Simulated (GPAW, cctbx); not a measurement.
## By hand: from a DFT structure factor to an extinction distance in Li2AlTlBr6

Li2AlTlBr6, Fm-3m (no. 225), a = 11.2524 Å, b = 11.2524 Å, c = 11.2524 Å, α = 90.00°, β = 90.00°, γ = 90.00°.

| atom | mult. | x | y | z |
| --- | --- | --- | --- | --- |
| Tl1 | 4 | 1/2 | 0 | 0 |
| Br1 | 24 | 0 | 0 | 0.7760 |
| Al1 | 4 | 0 | 0 | 0 |
| Li1 | 8 | 1/4 | 3/4 | 3/4 |

The cell comes from substitution in a known structure type and wasn't matched to any measured phase.

A DFT run (GPAW, PBE, 550 eV, 3×3×3 k-points, Fermi–Dirac width 0.05 eV) gives the static X-ray structure factor of 020 as 617.471 e for the conventional cell; superposed free atoms give 614.970 e. **Problem.** Find the Fourier component V of the crystal potential and the two-beam extinction distance at 80 kV in both cases.

## 1. Geometry

The cell volume is Ω = 1424.75 Å³ and d(020) = 5.6262 Å, so g = 1/d = 0.1777 Å⁻¹.

## 2. The nuclei

Electrons feel nuclei as well as electrons, so the nuclear charges are summed with the same phases.

Phase sums Σ exp(2πi h·x), turned so that the total is real and positive: Tl +4.000, Br +8.422, Al +4.000, Li -8.000. Then F_Z = 81 × (+4.000) + 35 × (+8.422) + 13 × (+4.000) + 3 × (-8.000) = 646.75 e. The electron term has the same sign for this reflection.

## 3. Mott–Bethe

Poisson's equation, term by term, gives V = (e/4πε₀)(F_Z − F)/(πΩg²), with e/4πε₀ = 14.3996 V Å.

The prefactor is 14.3996 × 5.6262²/(π × 1424.75) = 0.10183 V per electron. Free atoms: (646.75 − 614.970) × 0.10183 = 3.237 V. Crystal: (646.75 − 617.471) × 0.10183 = 2.982 V. F changes by +0.41 % and V by -7.9 %: the same 2.50 e is measured against F_Z − F = 31.8 e in place of F = 615.0 e.

## 4. Extinction distance

In the two-beam case ξ = 1/(λU) with U = 2γm₀eV/h², that is ξ = 150.41 V Å²/(γλV).

At 80 kV, λ = 0.04176 Å and γ = 1.1566. Free atoms: ξ = 962 Å. Crystal: ξ = 1044 Å. The thickness fringes go as sin²(πt/ξ), so the two patterns slip by a quarter of a period when t|1/ξ₁ − 1/ξ₀| = 1/4, at t ≈ 306 nm. Thermal motion, absorption and many-beam coupling, left out here, change a real pattern.

## 5. Answer

V(020) is 2.98 V against 3.24 V, and ξ is 1044 against 962 Å. Limits: static atoms, two beams.
